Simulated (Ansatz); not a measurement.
# Stack of 1T-PtTe2 under antimonene, shifted by a third of the diagonal in a perpendicular field, part 2 of 2

What dipole does a perpendicular field induce in the stack of 1T-PtTe2 under antimonene, shifted by a third of the diagonal? A positive field points along +c.

Ansatz 0.2.0; plane-wave DFT, PBE-D3(BJ), Ansatz PAW.

So far. Step 2 (Relaxation): The lattice constant a goes from 4.070 to 4.026 Å.

### 3. Atoms held, field 0, start network

A sawtooth potential applies the field, turning back in the middle of the vacuum. With the dipole correction the typed value is the field outside the slab. The induced dipole is small, so the SCF threshold is tight.

The cell differs from the one that the last finished run ended in (c 45.448 → 25.114 Å).

Input file input.yaml:

```yaml
crystal:
  lattice:
    - [4.0256774114, 0.0, 0.0]
    - [-2.0128387057, 3.4863389057, 0.0]
    - [0.0, 0.0, 25.1138171339]
  atoms:
    - { symbol: Te, position: [0.6666666667, 0.3333333333, 0.3583684612] }
    - { symbol: Pt, position: [0.0, 0.0, 0.4136819754] }
    - { symbol: Te, position: [0.3333333333, 0.6666666667, 0.4689311698] }
    - { symbol: Sb, position: [0.0, 0.0, 0.5752834692] }
    - { symbol: Sb, position: [0.6666666667, 0.3333333333, 0.6416315388] }
kpoints:
  mp_grid: { grid: [12, 12, 1] }
  band_path:
    path: [[0, 0, 0], [0.5, 0, 0], [0.33333333, 0.33333333, 0], [0, 0, 0]]
    npoints: 16
hamiltonian:
  xc: pbe
  dispersion: d3bj
scf:
  occupations: { method: fermi_dirac, width: 0.02585 }
  convergence: { dr2_threshold: 1.0e-10 }
efield:
  axis: 3
  dipole_correction: true
  ramp_position: 0.97
  ramp_width: 0.06
  amplitude: 0
output:
  dos: { projected: true, e_range: [-6, 5] }
  write_potential: true
  write_density: true
  volumetric_format: npy
  elf: true
```

Command:

```console
$ ansatz run input.yaml --threads 2 --pin off --max-ram 3072MiB --backend cpu --events-out ev --progress --plain --runs-dir out
```

Numbers of over 12 decimals in the logs are rounded to 6 here.

The program printed:

```text
[...]
Crystal: 5 atoms, lattice volume = 352.469 Å³
Basis set: ecut = 420 eV, 6887 PW (Γ)
Bands: 48, of which v1, the nominal top of the filled ones, is band 40 counted from 1 (39 counted from 0)
Symmetry: 6 space group operations
[...]
k-points: 19 of 144 (time reversal used)
[...]
SCF iter   1: F=—  HF=-39454.775693 eV  |F-HF|=—  |Δ(HF+E_count)|=         —  Δρ=2.04e-3  dr2=7.68e-2  ethr=1.77e-3  p=0.026 e·Å  D=1.34e-2 V/Å  ΔV_dip=-0.34 eV  dr2_dipole=2.19e-2  V_vac-E_F(+/−)=3.89/4.22 eV  ⟨swp⟩=10.3  Hψ=4139  notcnv=0  defer=5
efield: sawtooth ramp at fractional position 0.9700 (set: `efield.ramp_position`, or a place that a band, a saddle search or an elastic batch's reference lends), width 0.0600; the density the first Hamiltonian is built on has a dipole p = 0.026 e·Å; the dipole correction subtracts the counter field D = 1.34e-2 V/Å, which shifts the + side's vacuum level by -0.34 eV against the − side's; the planar-averaged density in the ramp window peaks in size at 6.4e-6 e/Å³
[...]
SCF iter   2: F=—  HF=-39454.772307 eV  |F-HF|=—  |Δ(HF+E_count)|=   3.39e-3  Δρ=9.12e-4  dr2=1.36e-2  ethr=9.61e-5  p=0.015 e·Å  D=7.59e-3 V/Å  ΔV_dip=-0.19 eV  dr2_dipole=5.79e-4  V_vac-E_F(+/−)=3.98/4.17 eV  ⟨swp⟩=3.1  Hψ=1473  notcnv=0  defer=44
[...]
SCF iter  10: F=-39454.771045 eV  HF=-39454.771045 eV  |F-HF|=5.09e-11  |Δ(HF+E_count)|=  4.15e-10  Δρ=8.84e-8  dr2=3.90e-11  ethr=1.00e-12  p=0.013 e·Å  D=6.46e-3 V/Å  ΔV_dip=-0.16 eV  dr2_dipole=6.32e-13  V_vac-E_F(+/−)=3.99/4.15 eV  ⟨swp⟩=13.0  Hψ=2947  notcnv=0
SCF 1 converged in 10 iterations: F = -39454.771045 eV  dr2 = 3.90e-11
[...]
NSCF: frozen V_eff on 49 k-points
efield: sawtooth ramp at fractional position 0.9700 (kept from the solve that this one continues, or follows in the run), width 0.0600; the density the first Hamiltonian is built on has a dipole p = 0.013 e·Å; the dipole correction subtracts the counter field D = 6.46e-3 V/Å, which shifts the + side's vacuum level by -0.16 eV against the − side's; the planar-averaged density in the ramp window peaks in size at 3.7e-6 e/Å³
[...]
SCF converged after 10 iterations
Free energy (F): -39454.771045 eV
[...]
Internal energy: -39454.766312 eV  (E = F + TS)
E sigma→0 (E₀):  -39454.768679 eV
Entropy (-TS):   -0.004733 eV (-0.947 meV/atom)
Fermi energy:    2.109912 eV
Dipole field:    D = 0.006456 V/Å  (p = 0.012575 e·Å, saw-weighted, corrected)
Work function:   Φ+ = 3.9877 eV   Φ− = 4.1498 eV
Levels:          The Fermi level and band energies are counted from a zero that moves with the ramp; work functions are not
[...]
--- Band table (eV; the first three rows and the last of 19) ---
  k-point 0: bands = [... 36 lower, 1.2330, 1.5722, 1.5722, 1.9241, 3.6024, 3.6024, 3.6751, 4.3379, ... 4 higher]
  k-point 1: bands = [... 36 lower, 1.1030, 1.1124, 1.4565, 2.1682, 3.1137, 3.5187, 3.9010, 4.4446, ... 4 higher]
  k-point 2: bands = [... 36 lower, 0.7392, 0.8788, 1.1895, 1.7184, 2.6915, 3.3534, 3.5637, 4.7784, ... 4 higher]
  k-point 18: bands = [... 36 lower, -0.7505, -0.3115, -0.1146, -0.0085, 2.1042, 2.3169, 3.5328, 4.7404, ... 4 higher]
```

Wall time 42 s (2 threads of Intel Xeon at 2.70GHz, shared host); peak memory 0.91 GiB; 82 s of CPU time.

This step gave:

| Item | Value |
| --- | --- |
| energy at zero smearing | -39454.7687 eV |
| work function, upper face | 3.988 eV |
| work function, lower face | 4.150 eV |
| dipole along the normal | 0.01258 e·Å |
| step between the vacuum levels | -0.1621 eV |

Running mean over a fixed 2.7 Å (it still follows the layers) of the planar mean; the ramp of the sawtooth is left out. The electron's electrostatic potential energy less the Fermi level by z:

| z (Å) | electron's electrostatic potential energy less the Fermi level (eV) |
| --- | --- |
| 4 | 4.15 |
| 5 | 4.14 |
| 6 | 4.07 |
| 7 | 3.08 |
| 8 | 1.12 |
| 9 | -3.35 |
| 10 | -6.73 |
| 11 | -6.46 |
| 12 | -2.56 |
| 13 | -1.38 |
| 14 | -3.11 |
| 15 | -5.52 |
| 16 | -4.41 |
| 17 | -0.994 |
| 18 | 2.61 |
| 19 | 3.88 |
| 20 | 3.98 |
| 21 | 3.99 |
| 22 | 3.99 |

The density of states has structure finer than the step of the table below, so its rows give means over 0.25 eV, whole bins alone (the curve runs from -6 to 1.99 eV). Peaks (eV: height): -5.480: 9.88, -3.520: 10.5, -3.380: 9.90, -2.500: 16.4, -2.250: 10.8, -1.920: 10.2, 0.810: 11.1.

The density of states by energy, zero at the Fermi level; means over each step:

| energy (eV) | density of states (states/eV a cell) |
| --- | --- |
| -5.75 | 2.32 |
| -5.50 | 7.58 |
| -5.25 | 6.30 |
| -5.00 | 1.57 |
| -4.75 | 4.80 |
| -4.50 | 3.05 |
| -4.25 | 5.35 |
| -4.00 | 5.28 |
| -3.75 | 3.74 |
| -3.50 | 7.05 |
| -3.25 | 4.37 |
| -3.00 | 3.18 |
| -2.75 | 3.14 |
| -2.50 | 5.42 |
| -2.25 | 4.90 |
| -2.00 | 5.65 |
| -1.75 | 4.28 |
| -1.50 | 3.45 |
| -1.25 | 4.08 |
| -1.00 | 1.89 |
| -0.75 | 1.04 |
| -0.50 | 0.469 |
| -0.25 | 0.376 |
| 0.00 | 1.93 |
| 0.25 | 3.23 |
| 0.50 | 3.45 |
| 0.75 | 4.48 |
| 1.00 | 2.25 |
| 1.25 | 0.898 |
| 1.50 | 4.04 |
| 1.75 | 3.96 |

Projected DOS per atom over height of the atomic layer and energy from the Fermi level. Layers: Te Pt Te Sb Sb from below.

Ten even steps from '_' (0.03 states/eV) to '@' (4.05 states/eV), each cell a mean:
```
______::..
____..::::
..__..____
::..::__..
::....__..
..________
__________
__________
::__..__..
::__....::
::..::::--
::::::::::
::::::..::
__......::
__##__....
__##__....
..##__....
..++______
::==..____
..--::____
--@@==____
..--..____
```
Columns: height of the atomic layer (Å) from 9 to 16.1 (not evenly spaced); rows upwards: energy from the Fermi level (eV) from -5.96 to 1.96.

Electronic bands along the path, in eV, zero at the Fermi level:

| point | band 37 | band 38 | band 39 | band 40 | band 41 | band 42 | band 43 | band 44 |
| --- | --- | --- | --- | --- | --- | --- | --- | --- |
| Γ | -0.88 | -0.54 | -0.54 | -0.19 | 1.49 | 1.49 | 1.57 | 2.23 |
| halfway | -1.81 | -1.33 | -1.33 | -1.12 | 0.23 | 1.16 | 1.45 | 2.65 |
| M | -2.89 | -2.52 | -2.22 | -1.97 | 0.56 | 1.17 | 1.47 | 1.73 |
| halfway | -2.94 | -2.47 | -2.27 | -1.97 | 0.36 | 0.68 | 1.43 | 2.55 |
| K | -2.86 | -2.42 | -2.22 | -2.12 | -0.01 | 0.21 | 1.42 | 2.63 |
| halfway | -2.14 | -1.98 | -1.20 | -0.99 | 0.18 | 0.83 | 1.84 | 2.40 |
| Γ | -0.88 | -0.54 | -0.54 | -0.19 | 1.49 | 1.49 | 1.57 | 2.23 |

ELF in the ca plane at fractional y = 0.333, with atoms of Te and Sb within 0.2 Å of it. It is the smooth field of the valence electrons, not physical close to the nuclei.

Values, 6 rows by 16 columns, each cell a mean:
```
0.01 0.16 0.62 0.61 0.47 0.32 0.25 0.20 0.12 0.38 0.45 0.40 0.69 0.38 0.04 0.00
0.02 0.31 0.79 0.38 0.17 0.31 0.05 0.03 0.03 0.22 0.23 0.09 0.67 0.61 0.11 0.00
0.02 0.28 0.77 0.45 0.24 0.31 0.07 0.05 0.04 0.25 0.28 0.16 0.69 0.57 0.09 0.00
0.01 0.10 0.49 0.60 0.50 0.31 0.34 0.30 0.17 0.43 0.50 0.46 0.62 0.27 0.02 0.00
0.00 0.01 0.05 0.16 0.28 0.31 0.55 0.51 0.32 0.45 0.42 0.24 0.11 0.02 0.00 0.00
0.00 0.02 0.12 0.29 0.35 0.30 0.52 0.48 0.29 0.47 0.46 0.35 0.23 0.05 0.00 0.00
```
Columns run along c (16.0 Å, from fractional 0.20 to 0.84 of the cell), rows up along a (4.0 Å). Atoms in or near the plane, at fractional coordinates: Te at (0.36, 0.67), Sb at (0.64, 0.67).

Valence density in the ca plane at fractional y = 0.333, with atoms of Te and Sb within 0.2 Å of it. It is the smooth field of the valence electrons, not physical close to the nuclei.

Values in units of 1e0 e/Å³, 6 rows by 16 columns, each cell a mean:
```
0.0 0.0 0.1 0.6 0.9 0.2 0.1 0.1 0.1 0.1 0.4 0.9 0.1 0.0 0.0 0.0
0.0 0.0 0.1 4.0 7.2 0.2 0.0 0.0 0.0 0.1 2.3 9.3 0.4 0.0 0.0 0.0
0.0 0.0 0.1 2.8 4.9 0.2 0.1 0.0 0.0 0.1 1.6 5.8 0.3 0.0 0.0 0.0
0.0 0.0 0.0 0.3 0.5 0.2 0.2 0.1 0.1 0.2 0.3 0.4 0.1 0.0 0.0 0.0
0.0 0.0 0.0 0.1 0.2 0.4 0.4 0.2 0.1 0.3 0.2 0.1 0.0 0.0 0.0 0.0
0.0 0.0 0.0 0.1 0.2 0.4 0.4 0.2 0.1 0.2 0.2 0.1 0.0 0.0 0.0 0.0
```
Columns run along c (16.0 Å, from fractional 0.20 to 0.84 of the cell), rows up along a (4.0 Å). Atoms in or near the plane, at fractional coordinates: Te at (0.36, 0.67), Sb at (0.64, 0.67).

Electrostatic potential energy in the ca plane at fractional y = 0.333, with atoms of Te and Sb within 0.2 Å of it. With pseudopotentials it is smooth inside the atoms' cores, unlike the true potential.

Ten even steps from '0' (-23 eV) to '9' (6 eV), each cell a mean:
```
99999999874457888888899998887644689999999999
99999999733523789999999999885100158999999999
99999998439982589999999999972000037999999999
99999998459993589999999999871000027999999999
99999998538972689999999999972000037999999999
99999999732324789999999999885200268999999999
99999999875567888888899988887655689999999999
99999999998888877777889987778888899999999999
99999999999998777766789876678899999999999999
99999999999998777766789886678899999999999999
99999999998888888877889987778888899999999999
```
Columns run along c (16.0 Å, from fractional 0.20 to 0.84 of the cell; values clipped at the 3rd and 97th percentile), rows up along a (4.0 Å). Atoms in or near the plane, at fractional coordinates: Te at (0.36, 0.67), Sb at (0.64, 0.67).

The work function of the upper face is 3.99 eV.

### 4. Atoms held, field 0.1 V/Å

Edit input.yaml of step 3 so:

```diff
@@ -25,7 +25,6 @@
   dipole_correction: true
-  ramp_position: 0.97
-  ramp_width: 0.06
-  amplitude: 0
+  ramp_position: 0.9638
+  ramp_width: 0.0729
+  amplitude: 0.1
 output:
-  dos: { projected: true, e_range: [-6, 5] }
   write_potential: true
@@ -33,2 +32 @@
   volumetric_format: npy
-  elf: true
```

The program printed:

```text
[...]
Crystal: 5 atoms, lattice volume = 352.469 Å³
Basis set: ecut = 420 eV, 6887 PW (Γ)
Bands: 48, of which v1, the nominal top of the filled ones, is band 40 counted from 1 (39 counted from 0)
Symmetry: 6 space group operations
[...]
k-points: 19 of 144 (time reversal used)
[...]
k-point 0: bands = [... 36 lower, 1.2313, 1.5771, 1.5771, 1.9334, 3.5986, 3.5986, 3.6818, 4.3450, ... 4 higher]
  k-point 1: bands = [... 36 lower, 1.1039, 1.1057, 1.4587, 2.1739, 3.1110, 3.5143, 3.9101, 4.4539, ... 4 higher]
  k-point 2: bands = [... 36 lower, 0.7431, 0.8671, 1.1889, 1.7182, 2.6901, 3.3487, 3.5761, 4.7869, ... 4 higher]
  k-point 18: bands = [... 36 lower, -0.7400, -0.3135, -0.1196, -0.0049, 2.1012, 2.3136, 3.5396, 4.7539, ... 4 higher]
[key lines of the parts left out:]
SCF converged after 13 iterations
Free energy (F): -39454.776120 eV
Fermi energy:    2.108083 eV
Dipole field:    D = 0.045643 V/Å  (p = 0.088906 e·Å, saw-weighted, corrected)
```

Wall time 40 s (2 threads); peak memory 0.8 GiB.

The dipole is 0.0889 e·Å, 0.0763 e·Å from its value without field.

### 5. Single point, field -0.1 V/Å

Edit input.yaml of step 4 so:

```diff
@@ -27,3 +27,3 @@
   ramp_width: 0.0729
-  amplitude: 0.1
+  amplitude: -0.1
 output:
```

The program printed:

```text
[...]
Crystal: 5 atoms, lattice volume = 352.469 Å³
Basis set: ecut = 420 eV, 6887 PW (Γ)
Bands: 48, of which v1, the nominal top of the filled ones, is band 40 counted from 1 (39 counted from 0)
Symmetry: 6 space group operations
[...]
k-points: 19 of 144 (time reversal used)
[...]
k-point 0: bands = [... 36 lower, 1.2331, 1.5663, 1.5663, 1.9132, 3.6047, 3.6047, 3.6667, 4.3296, ... 4 higher]
  k-point 1: bands = [... 36 lower, 1.1005, 1.1179, 1.4531, 2.1610, 3.1148, 3.5216, 3.8901, 4.4329, ... 4 higher]
  k-point 2: bands = [... 36 lower, 0.7338, 0.8891, 1.1889, 1.7171, 2.6914, 3.3567, 3.5494, 4.7687, ... 4 higher]
  k-point 18: bands = [... 36 lower, -0.7625, -0.3109, -0.1108, -0.0134, 2.1057, 2.3188, 3.5248, 4.7254, ... 4 higher]
[key lines of the parts left out:]
SCF converged after 13 iterations
Free energy (F): -39454.773606 eV
Fermi energy:    2.110088 eV
Dipole field:    D = -0.032757 V/Å  (p = -0.063806 e·Å, saw-weighted, corrected)
```

Elapsed: 60 s, on 2 threads; peak memory 0.8 GiB.

The dipole is -0.0638 e·Å, -0.0764 e·Å from its value without field.

### 6. Response, atoms held

This step: plane-wave DFT, PBE-D3(BJ), Ansatz PAW; response to a field along the normal, atoms held (Ansatz 0.2.0).

The dipoles give the slope, and the difference of two potentials shows where the field is screened.

Numbers from this step:

| Property | Result |
| --- | --- |
| equivalent conductor thickness p/(ε₀AE) | 9.845 Å |
| distance between the outer atoms | 7.114 Å |

Table of dipole of the cell by applied field:

| applied field (V/Å) | dipole of the cell (e·Å) |
| --- | --- |
| -0.1000 | -0.0638 |
| 0.0000 | 0.0126 |
| 0.1000 | 0.0889 |

Local field over the applied field, running mean. From the potentials at -0.1 and 0.1 V/Å; running mean over 2.8 Å. Local field over applied field against z:

| z (Å) | local field over applied field |
| --- | --- |
| 4.5 | 0.995 |
| 5.0 | 0.986 |
| 5.5 | 0.967 |
| 6.0 | 0.923 |
| 6.5 | 0.836 |
| 7.0 | 0.704 |
| 7.5 | 0.548 |
| 8.0 | 0.385 |
| 8.5 | 0.235 |
| 9.0 | 0.114 |
| 9.5 | 0.0431 |
| 10.0 | 0.0128 |
| 10.5 | 0.00370 |
| 11.0 | 0.00735 |
| 11.5 | 0.0182 |
| 12.0 | 0.0304 |
| 12.5 | 0.0395 |
| 13.0 | 0.0451 |
| 13.5 | 0.0384 |
| 14.0 | 0.0235 |
| 14.5 | 0.0111 |
| 15.0 | 0.00776 |
| 15.5 | 0.0190 |
| 16.0 | 0.0701 |
| 16.5 | 0.180 |
| 17.0 | 0.327 |
| 17.5 | 0.487 |
| 18.0 | 0.647 |
| 18.5 | 0.792 |
| 19.0 | 0.897 |
| 19.5 | 0.954 |
| 20.0 | 0.981 |
| 20.5 | 0.992 |
| 21.0 | 0.997 |

Electrons, planar mean, per unit field. Induced electron density against z:

z (Å), induced electron density (e/Å³ per V/Å) and a bar from the least value:
```
        5    0.00005 ##############
        6    0.00034 ################
        7    0.00170 #######################
        8    0.00293 ##############################
        9    0.00072 ##################
       10    0.00008 ##############
       11    0.00004 ##############
       12   -0.00025 ############
       13    0.00000 ##############
       14    0.00025 ###############
       15    0.00012 ###############
       16   -0.00054 ###########
       17   -0.00250 
       18   -0.00212 ##
       19   -0.00047 ###########
       20   -0.00008 #############
       21   -0.00001 ##############
```

By hand: between -0.1 and 0.1 V/Å the dipole changes by 0.1527 e·Å, a slope of 0.7636 e·Å²/V. A perfect conductor of thickness t has p = ε₀AEt, so t = 180.95 × 0.7636 / 14.035 = 9.84 Å (e/ε₀ = 180.95 V·Å, A in Å²).

The induced dipole is that of a conductor 9.84 Å thick.

### 7. What came out

```
gap without field                          : none
work function, upper face                  : 3.99 eV
step between the vacuum levels             : -0.162 eV
equivalent conductor thickness, atoms held : 9.84 Å
```

What this shows: The induced dipole equals that of a perfect conductor 9.84 Å thick, while the outer atoms lie 7.11 Å apart. The two faces differ: the vacuum level above lies 0.16 eV lower than the one below. There is no gap over 0.03 eV, with or without the field. The main runs have no spin polarisation; a magnetic state could lie lower and would change these results. Spin-orbit coupling is left out, which matters for the bands of elements this heavy.

[Logs are printed without paths, hosts, clocks, repeated set-up lines and the standing remarks that a program may print on its own settings, such as how far it seeks lower states.]

[Hosts, paths, dates, database ids (printed as entryN), source tags and the programs' standing remarks are cut or masked in the printed files.]

[Maps of the electrostatic potential energy from Ansatz leave out the sawtooth potential of an applied field or a dipole correction, so their vacuum need not be flat; planar profiles and work functions include it.]

[The density of states shown here was stored with 400 of the rows of the run's finer table, so its peaks can read low, often by over a quarter, or be missed, and its means over a window can be off by a tenth or more.]
